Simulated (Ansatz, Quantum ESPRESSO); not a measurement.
# black phosphorene, 2 layers, AB stacking: the dipole at a withheld member of a series

Method. Quantum ESPRESSO 7.5, PBE, GBRV ultrasoft. Cell and atoms are relaxed without a field with a D3(BJ) correction and then held. Sawtooth field with dipole correction, 17 Å of vacuum in the starting cell, Fermi-Dirac smearing of 0.002 Ry; bands along a path at each field. The series steps the field along the normal.

| field along the normal | dipole (e Å) |
| --- | --- |
| 0 V/Å | 0.000 |
| 0.05 V/Å | 0.037 |
| 0.1 V/Å | 0.074 |
| 0.2 V/Å | 0.148 |
| 0.3 V/Å | 0.222 |

**Question.** What is the dipole at 0.4 V/Å?

**Fit.** The rows at 0.2 V/Å and 0.3 V/Å give a slope of (0.222 − (0.148))/(0.3 − (0.2)) = 0.74, so a straight line gives 0.296 e Å. A parabola through these and the row at 0.1 V/Å gives 0.296 e Å.

**Check.** 0.296 e Å. The line misses by 0.000 and the parabola by 0.000 e Å. Both misses are under 5 % of the step from the nearer row.

Caveats: Ions are held; semilocal gaps are too small; in strong fields empty levels can belong to the vacuum; one stacking. Members without a usable value, or on the other side of zero field or charge, are not listed.
